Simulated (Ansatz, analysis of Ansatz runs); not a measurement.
# Can an added electron hop between Cr atoms in LaCrO4 (P2_1/c)?, part 2 of 2

Aim: the energy barrier that a trapped electron meets when it moves from one Cr atom to another one nearby in LaCrO4 (P2_1/c). The model is a cell of 48 host atoms.

Ansatz 0.2.0; plane-wave PAW DFT, PBEsol+U; relaxation of all atoms of a supercell at fixed charge in a uniform background; PAW set soft_1.

So far. Step 2 (The cell without the carrier): The largest displacement from an ideal site is 0.023 Å. Step 3 (The electron on the first site): The largest changes of the moments are 0.71 μB on Cr14, 0.03 μB on Cr13 and 0.03 μB on Cr9. The largest part sits on the chosen site.

## (4) The electron on the second site

The same start is made on the second site, to get the end of the hop.

File B.relax/input.yaml:

```yaml
crystal:
  lattice:
    - [6.63091836, 7.17871848, 0.02486774]
    - [-6.63091836, 7.17871848, -0.02486774]
    - [-4.76261004, 0.0, 6.75059431]
  atoms:
    - { symbol: La, position: [0.418049, 0.237515, 0.282943] }
    - { symbol: La, position: [0.917867, 0.737527, 0.282829] }
[... 6 atom lines left out ...]
    - { symbol: Cr, position: [0.177648, 0.488605, 0.302521], spin: 2.0 }
[... 4 atom lines left out ...]
    - { symbol: Cr, position: [0.821185, 0.512369, 0.697099], spin: 1.0 }
[... 10 atom lines left out ...]
    - { symbol: O, position: [0.041742, 0.67154, 0.106126] }
[... 4 atom lines left out ...]
    - { symbol: O, position: [0.948213, 0.341571, 0.880492] }
[... 5 atom lines left out ...]
    - { symbol: O, position: [0.839533, 0.662329, 0.75431] }
[... 2 atom lines left out ...]
    - { symbol: O, position: [0.158203, 0.327914, 0.241471] }
[... 8 atom lines left out ...]
    - { symbol: O, position: [0.633686, 0.981095, 0.484558] }
total_charge: -1
basis:
  ecutwfc: 420
  xc_grid: 2
hamiltonian:
  xc: pbesol
  hubbard:
    sites: [{ species: Cr, l: d, u_eff: 4.0 }]
    projectors: ortho-atomic
  pseudopotentials: { kind: paw, azcp: { folder: soft_1 }, xc_functional: pbe }
kpoints:
  mp_grid: { grid: [1, 1, 1] }
magnetization:
  spin_polarized: true
  initial_magnetization: 9
  spin_locking: { lock_magnetization: hard }
scf:
  occupations: { method: fermi_dirac, width: 0.01 }
  max_iter: 120
  lower_state_search: "off"
output:
  forces: true
relax:
  f_tol: 0.015
  max_steps: 70
  escape_saddle: false
checkpoint:
  write: "../B.relax.run"
  compress: false
  write_wavefunctions: true
  write_every: 100000
```

Started as:

```console
ansatz run input.yaml --threads 8 --pin off --max-ram 18841MiB --backend cpu --events-out ev --progress --plain --runs-dir out
```

Numbers of over 12 decimals in the logs are rounded to 6 here.

The program printed:

```text
[...]
Crystal: 48 atoms, lattice volume = 644.377 Å³
Basis set: ecut = 420 eV, 12585 PW (Γ), exchange–correlation on 144×144×120 points (8 copies of the dense FFT grid, shifted against one another)
Bands: 249, of which v1, the nominal top of the filled ones, is band 197 counted from 1 (196 counted from 0)
Symmetry: 1 space group operations
[...]
k-points: 1
[...]
Starting moments: Σ|m| = 9 μB on 8 of 48 sites
[...]
SCF iter   1: F=—  HF=-94050.041110 eV  |F-HF|=—  |Δ(HF+E_count)|=         —  Δρ=1.24e-1 (↑1.24e-1 ↓5.27e-2)  dr2=3.05e2  dr2_m=1.08e1  M=9.000 μB ∫|m|=13.339 μB  β_m=0.30  ethr=3.10e-3  ⟨swp⟩=6.0  Hψ=1714  notcnv=0
[...]
F+E_penalty+E_count = -94034.14836260 eV   max|allowed force component| = 1.216e-2 eV/Å
  atoms:
    - { symbol: La, position: [0.416811, 0.237320, 0.284237] }
    - { symbol: La, position: [0.922717, 0.733280, 0.285641] }
    [... 1 atom left out ...]
    - { symbol: La, position: [0.988449, 0.170062, 0.216637] }
[...]
- { symbol: La, position: [0.011969, 0.830399, 0.788962] }
    [... 1 atom left out ...]
    - { symbol: Cr, position: [0.177263, 0.489836, 0.294948] }
[...]
- { symbol: Cr, position: [0.821110, 0.512796, 0.697909] }
[...]
- { symbol: O, position: [0.051202, 0.674049, 0.118108] }
[...]
- { symbol: O, position: [0.951241, 0.342882, 0.878972] }
    [... 5 atoms left out ...]
    - { symbol: O, position: [0.840749, 0.661138, 0.758260] }
    [... 2 atoms left out ...]
    - { symbol: O, position: [0.162255, 0.328644, 0.249866] }
    [... 1 atom left out ...]
    - { symbol: O, position: [0.267858, 0.612334, 0.989466] }
    [... 4 atoms left out ...]
    - { symbol: O, position: [0.729752, 0.385935, 0.010436] }
    [... 2 atoms left out ...]
[key lines of the parts left out:]
SCF converged after 10 iterations
Magnetization: 9.0000 μB (201.0000 up, 192.0000 down)
Free energy (F): -94034.148363 eV
Fermi energy:    9.448102 (↑ 9.448102, ↓ 9.098755) eV
```

Elapsed: 59 s, on 8 threads of Arm Neoverse V2, shared host; peak memory 1.4 GiB; 7.3 min of CPU time.

Distances from Cr9 without and with the electron:

```csv
atom,without (Å),with (Å)
O25,1.69,1.76
O47,1.70,1.78
O17,1.70,1.76
O39,1.71,1.76
```

The largest changes of the moments are 0.71 μB on Cr9, 0.03 μB on Cr10 and 0.03 μB on Cr14. The largest part sits on the chosen site.

## (5) Points on the line between the two structures

All atoms move on the straight line between the two relaxed structures, 2.50 amu^1/2 Å long in mass-weighted terms. Each point starts from the state of the point before, once from either end, so that both localised states can be followed; the midpoint is also started with the carrier shared.

File A.x0500/input.yaml:

```yaml
crystal:
  lattice:
    - [6.63091836, 7.17871848, 0.02486774]
    - [-6.63091836, 7.17871848, -0.02486774]
    - [-4.76261004, 0.0, 6.75059431]
  atoms:
    - { symbol: La, position: [0.417401, 0.236989, 0.283552] }
    - { symbol: La, position: [0.9201, 0.732349, 0.28862] }
[... 6 atom lines left out ...]
    - { symbol: Cr, position: [0.177548, 0.489007, 0.298387], spin: 1.0 }
[... 4 atom lines left out ...]
    - { symbol: Cr, position: [0.8214, 0.511965, 0.701344], spin: 2.0 }
[... 10 atom lines left out ...]
    - { symbol: O, position: [0.049451, 0.666073, 0.119433] }
[... 4 atom lines left out ...]
    - { symbol: O, position: [0.949489, 0.334903, 0.880297] }
[... 5 atom lines left out ...]
    - { symbol: O, position: [0.838722, 0.666734, 0.754059] }
[... 2 atom lines left out ...]
    - { symbol: O, position: [0.160225, 0.334244, 0.245666] }
[... 8 atom lines left out ...]
    - { symbol: O, position: [0.631424, 0.98237, 0.481125] }
total_charge: -1
basis:
  ecutwfc: 420
  xc_grid: 2
hamiltonian:
  xc: pbesol
  hubbard:
    sites: [{ species: Cr, l: d, u_eff: 4.0 }]
    projectors: ortho-atomic
  pseudopotentials: { kind: paw, azcp: { folder: soft_1 }, xc_functional: pbe }
kpoints:
  mp_grid: { grid: [1, 1, 1] }
magnetization:
  spin_polarized: true
  initial_magnetization: 9
  spin_locking: { lock_magnetization: hard }
scf:
  occupations: { method: fermi_dirac, width: 0.01 }
  max_iter: 120
  lower_state_search: "off"
output:
  forces: true
  eigenvalues: true
  eigenstates: { localisation: true }
  write_density: true
  write_potential: true
  volumetric_format: npy
checkpoint:
  read: "../A.x0375.run"
  write: "../A.x0500.run"
  compress: false
  write_wavefunctions: true
  write_every: 100000
```

The program printed:

```text
[...]
Warning: checkpoint.read: the run can stay near the saved state's solution: 48 site(s) moved relative to the saved geometry (max |Δs| = 1.997e-3 fractional); [...]
[...]
Crystal: 48 atoms, lattice volume = 644.377 Å³
Basis set: ecut = 420 eV, 12585 PW (Γ), exchange–correlation on 144×144×120 points (8 copies of the dense FFT grid, shifted against one another)
Bands: 249, of which v1, the nominal top of the filled ones, is band 197 counted from 1 (196 counted from 0)
Symmetry: 1 space group operations
[...]
k-points: 1
[...]
Starting moments: Σ|m| = 9 μB on 8 of 48 sites; this step starts from the density that it was given
[...]
SCF iter  32: F=-94034.053967 eV  HF=-94034.053967 eV  |F-HF|=7.30e-8  |Δ(HF+E_count)|=   3.84e-9  Δρ=2.08e-6 (↑2.08e-6 ↓1.42e-6)  dr2=8.03e-8  dr2_m=3.19e-9  M=9.000 μB ∫|m|=11.881 μB  ethr=1.83e-11  ⟨swp⟩=6.0  Hψ=2888  notcnv=0
SCF 1 converged in 32 iterations: F = -94034.053967 eV  dr2 = 8.03e-8
[...]
SCF converged after 32 iterations
[...]
an eigenvalue changed by more than its tolerance at an iteration that met the thresholds in force, so the SCF went on 1 time: the last check found none over its tolerance
Magnetization: 9.0000 μB (201.0000 up, 192.0000 down)
Absolute magnetization: 11.9733 μB (∫|ρ↑−ρ↓|, with the PAW one-centre terms)
[...]
Per-site moments (μB) at R_I (Å): [(0.010815, 1.018453), (0.012261, 1.003723), (0.011229, 1.017486), [... 45 left out ...]
Free energy (F): -94034.053967 eV
[...]
Internal energy: -94034.053966 eV  (E = F + TS)
E sigma→0 (E₀):  -94034.053966 eV
Entropy (-TS):   -0.000001 eV (-0.000 meV/atom)
Fermi energy:    9.354447 (↑ 9.354447, ↓ 9.017259) eV
[...]
--- Forces (eV/Å), atoms counted from 1 ---
  atom   1  La    -0.01244932     0.00786170    -0.00169897
  atom   2  La     0.03195547     0.01342119    -0.02285089
  [... 1 atom left out ...]
  atom   4  La    -0.00369955     0.01649775    -0.00165389
  [... 2 atoms left out ...]
  atom   7  La     0.00347349    -0.01647672     0.00156088
  [... 1 atom left out ...]
  atom   9  Cr    -0.00691737     0.05756117     0.24033795
  [... 4 atoms left out ...]
  atom  14  Cr     0.00579424    -0.05719956    -0.24060487
  [... 10 atoms left out ...]
  atom  25  O     -0.04566195    -0.01872781    -0.17466199
  [... 4 atoms left out ...]
  atom  30  O      0.04601671     0.01903891     0.17453208
  [... 5 atoms left out ...]
  atom  36  O     -0.03230751     0.07952836     0.09091128
  [... 2 atoms left out ...]
  atom  39  O      0.03252237    -0.07991270    -0.09089793
  [... 1 atom left out ...]
  atom  41  O      0.00198187     0.00515732     0.00665180
  [... 4 atoms left out ...]
  atom  46  O     -0.00272447    -0.00479444    -0.00665225
  [... 2 atoms left out ...]
  max |Σ_I F_I| component: 1.18e-5 eV/Å
--- Band table (eV) ---
[...]
Occupation matrices written to <dir>
```

Elapsed: 16 s, on 8 threads; peak memory 1.4 GiB; 1.9 min of CPU time.

States next to the filling edge at the first k-point, on the run's own zero (eigenstates.tsv). The participation number counts the atoms that a state is spread over, of 48; bands count from 0.

```csv
spin,band,energy (eV),occupation,participation,largest share on,share
down,186,7.128,1.00,18.4,O48,0.09
down,187,7.133,1.00,24.9,O23,0.07
down,188,7.160,1.00,25.7,O35,0.07
down,189,7.266,1.00,15.7,O26,0.12
down,190,7.293,1.00,13.5,O44,0.15
down,191,7.351,1.00,11.0,O25,0.17
down,192,10.687,0.00,9.6,Cr11,0.16
down,193,10.696,0.00,8.9,Cr12,0.17
down,194,10.799,0.00,5.3,Cr10,0.30
down,195,10.813,0.00,8.5,Cr11,0.17
down,196,10.971,0.00,4.8,Cr10,0.31
up,195,8.818,1.00,25.1,Cr14,0.08
up,196,8.846,1.00,23.9,Cr12,0.08
up,197,8.922,1.00,21.0,Cr10,0.11
up,198,9.007,1.00,27.2,Cr14,0.08
up,199,9.043,1.00,25.8,Cr9,0.09
up,200,9.231,1.00,8.7,Cr9,0.22
up,201,9.478,0.00,8.6,Cr9,0.22
up,202,9.782,0.00,11.9,Cr11,0.15
up,203,9.861,0.00,7.4,Cr13,0.25
up,204,9.874,0.00,11.1,Cr12,0.18
up,205,9.933,0.00,9.6,Cr11,0.20
```

Under PBEsol+U (4 eV) at the zone centre alone, the highest filled state is spin up, spread over 9 of 48 atoms, and the lowest empty one, 0.25 eV above it, is spin up, spread over 9 of 48 atoms.

Spin density in the ac plane at fractional y = 0.500, through the centre, with atoms of Cr and O within 0.45 Å of it.

Values in e/Å³, 12 rows by 16 columns, each cell a mean:
```
 0.0  0.0  0.0  0.0  0.0  0.0  0.0  0.0  0.0  0.0  0.0  0.0  0.0  0.0  0.0  0.0
 0.0  0.0  0.0  0.0  0.1  0.1  0.0  0.0  0.0  0.0  0.0  0.0  0.0  0.0  0.0  0.0
 0.0  0.0  0.0  0.1  0.1  0.0  0.0  0.0  0.0  0.0  0.0  0.0  0.1  0.6  0.3  0.0
 0.0  0.0  0.0  0.0  0.0  0.0  0.0  0.0  0.0  0.0  0.0  0.0  0.7  1.6  0.3  0.0
 0.0  0.0  0.0  0.0  0.0  0.0  0.0  0.0  0.0  0.0  0.0  0.0  0.3  0.2  0.0  0.0
 0.0  0.0  0.0  0.0  0.0  0.0  0.0  0.0  0.0  0.0  0.0  0.0  0.0  0.0 -0.1  0.0
 0.0  0.0 -0.1  0.0  0.0  0.0  0.0  0.0  0.0  0.0  0.0  0.0  0.0  0.0  0.0  0.0
 0.0  0.0  0.3  0.6  0.1 -0.1  0.0  0.0  0.0  0.0  0.0  0.0  0.0  0.0  0.0  0.0
 0.0  0.1  1.3  1.1  0.1  0.0  0.0  0.0  0.0  0.0  0.0  0.0  0.0  0.0  0.0  0.0
 0.0  0.1  0.4  0.1  0.0  0.0  0.0  0.0  0.0  0.0  0.0  0.1  0.1  0.0  0.0  0.0
 0.0  0.0  0.0  0.0  0.0  0.0  0.0  0.0  0.0  0.0  0.0  0.1  0.0  0.0  0.0  0.0
 0.0  0.0  0.0  0.0  0.0  0.0  0.0  0.0  0.0  0.0  0.0  0.0  0.0  0.0  0.0  0.0
```
Columns run along a (9.8 Å), rows up along c (8.3 Å). Atoms in or near the plane, at fractional coordinates: Cr at (0.18, 0.30), Cr at (0.82, 0.70), O at (0.37, 0.39), O at (0.62, 0.61), O at (0.86, 0.51), O at (0.13, 0.49).

Electrostatic potential energy in the ac plane at fractional y = 0.500, through the centre, with atoms of Cr and O within 0.45 Å of it. With pseudopotentials it is smooth inside the atoms' cores, unlike the true potential.

Ten even steps from '_' (-26 eV) to '@' (14 eV), each cell a mean:
```
@@@@@@@@@@@@@@%%####%%@@@@@@@@@@@@@@@@@@@@@@@@@@@@@@@@
@@@@@@@@@@@@##==--==##@@@@@@@@@@@@@@@@@@@@@@@@@@@@@@@@
@@@@@@@@@@##==..__--##%%@@@@@@@@@@@@@@@@@@@@@@%%%%@@@@
@@@@@@@@%%**::__..++%%%%%%@@@@@@@@@@@@@@@@%%**++**%%@@
@@@@@@@@%%**==--==##%%##%%%%@@@@@@@@@@@@##--..__::**%%
@@@@@@@@@@%%####%%%%%%%%%%%%%%@@@@@@%%%%==__..__..**%%
@@@@@@@@@@@@%%%%@@@@@@%%%%%%%%@@##----**..__..__::##@@
@@@@@@@@@@@@@@@@@@@@%%%%%%%%%%%%..____==::____::**%%@@
@@@@@@@@@@@@@@@@@@@@@@%%%%@@@@**____--##++--==----**@@
@@@@@@**++##@@@@@@@@@@@@@@@@@@##==++%%%%%%%%--____--@@
@@@@++____==@@@@@@@@@@@@@@@@@@@@@@@@@@@@@@%%..____**@@
@@##..____++%%@@@@@@####@@@@@@@@@@@@@@@@@@%%--::++@@@@
@@##::__--****####--..--%%@@@@@@@@@@@@@@@@@@%%%%@@@@@@
@@@@##++::....====____--%%@@%%%%%%@@@@@@@@@@@@@@@@@@@@
@@@@##::__..__----__::##@@%%%%%%%%@@@@@@@@@@@@@@@@@@@@
@@%%==__....__++##**%%@@@@%%%%%%%%@@%%%%%%%%%%@@@@@@@@
@@%%--______--##@@@@@@@@@@%%%%%%%%%%##++==**%%@@@@@@@@
@@%%**--::==##@@@@@@@@@@@@@@%%##%%##==....==%%@@@@@@@@
@@@@%%####%%@@@@@@@@@@@@@@@@@@%%%%**::__..++%%@@@@@@@@
@@@@@@@@@@@@@@@@@@@@@@@@@@@@@@@@%%++::..==##@@@@@@@@@@
@@@@@@@@@@@@@@@@@@@@@@@@@@@@@@@@%%##****##@@@@@@@@@@@@
@@@@@@@@@@@@@@@@@@@@@@@@@@@@@@@@@@%%%%%%@@@@@@@@@@@@@@
```
Columns run along a (9.8 Å; values clipped at the 3rd and 97th percentile), rows up along c (8.3 Å). Atoms in or near the plane, at fractional coordinates: Cr at (0.18, 0.30), Cr at (0.82, 0.70), O at (0.37, 0.39), O at (0.62, 0.61), O at (0.86, 0.51), O at (0.13, 0.49).

Valence density in the ac plane at fractional y = 0.500, through the centre, with atoms of Cr and O within 0.45 Å of it. It is the smooth field of the valence electrons, not physical close to the nuclei.

Values in e/Å³, 12 rows by 16 columns, each cell a mean:
```
 0  0  0  0  0  0  0  0  0  0  0  0  0  0  0  0
 0  0  0  1  2  1  0  0  0  0  0  0  0  0  0  0
 0  0  0  1  1  0  1  1  0  0  0  0  1  5  2  0
 0  0  0  0  0  0  0  0  0  1  2  1  6 14  2  0
 0  0  0  0  0  0  0  0  0  2  4  1  2  2  2  1
 0  1  3  1  0  0  0  0  0  1  1  0  0  4  5  1
 0  3  4  1  0  1  2  0  0  0  0  0  0  2  1  0
 0  1  3  5  1  4  3  0  0  0  0  0  0  0  0  0
 0  1 11  9  1  1  0  0  0  0  0  0  0  0  0  0
 0  1  2  1  0  0  0  0  1  1  0  2  1  0  0  0
 0  0  0  0  0  0  0  0  0  0  1  2  1  0  0  0
 0  0  0  0  0  0  0  0  0  0  0  0  0  0  0  0
```
Columns run along a (9.8 Å), rows up along c (8.3 Å). Atoms in or near the plane, at fractional coordinates: Cr at (0.18, 0.30), Cr at (0.82, 0.70), O at (0.37, 0.39), O at (0.62, 0.61), O at (0.86, 0.51), O at (0.13, 0.49).

Free energies from the first end:

```csv
started from,fraction,energy (eV),moment change on Cr14 (μB),on Cr9 (μB)
first site,0,0.000,0.71,0.03
first site,0.125,0.013,0.68,0.07
first site,0.25,0.046,0.64,0.15
first site,0.375,0.081,0.57,0.30
first site,0.5,0.094,0.45,0.45
first site,0.625,0.081,0.30,0.57
second site,0.875,0.013,0.07,0.68
second site,0.75,0.046,0.15,0.64
second site,0.625,0.081,0.30,0.57
second site,0.5,0.094,0.45,0.45
second site,0.375,0.081,0.57,0.30
shared,0.5,0.094,0.45,0.45
second site,1,0.000,0.03,0.71
```

## (6) What came out

| Quantity | Value |
| --- | --- |
| distance of the two sites without the carrier | 4.76 Å |

The highest point of the line lies 0.09 eV above the first end, but there the electron is shared along a chain of sites and their images, so this is no barrier of a single pair, which may be higher, and the image-charge term need not cancel. The second site lies about half a repeat away: the first meets it and its image at 4.76 and 5.67 Å, so the cell models a chain, and nothing is concluded on the coupling of a single pair. A shorter hop, 4.18 Å to Cr16, was not computed. No run compares the localised electron with one spread in the band, so its binding is unknown. The magnetic order was assumed and need not be the ground state. The total moment is locked, so a carrier of the other spin direction was not tried. The program's search for lower electronic states was switched off in all runs, so that each state is followed; none is shown to be the lowest at its structure. No image-charge correction is applied; it nearly cancels along the line while the charge stays localised. What this leaves open: sampling at the zone centre alone can move energies of charged and open-shell states by tenths of an eV or more in cells of this size; the images are only 8.3 Å apart; gap and trapping depend on the U chosen (Cr d 4.0 eV); spin–orbit coupling, which can matter with heavy atoms, is left out.

[Logs are printed without paths, hosts, clocks, repeated set-up lines and the standing remarks that a program may print on its own settings, such as how far it seeks lower states.]

[Hosts, paths, dates, database ids (printed as entryN), source tags and the programs' standing remarks are cut or masked in the printed files.]
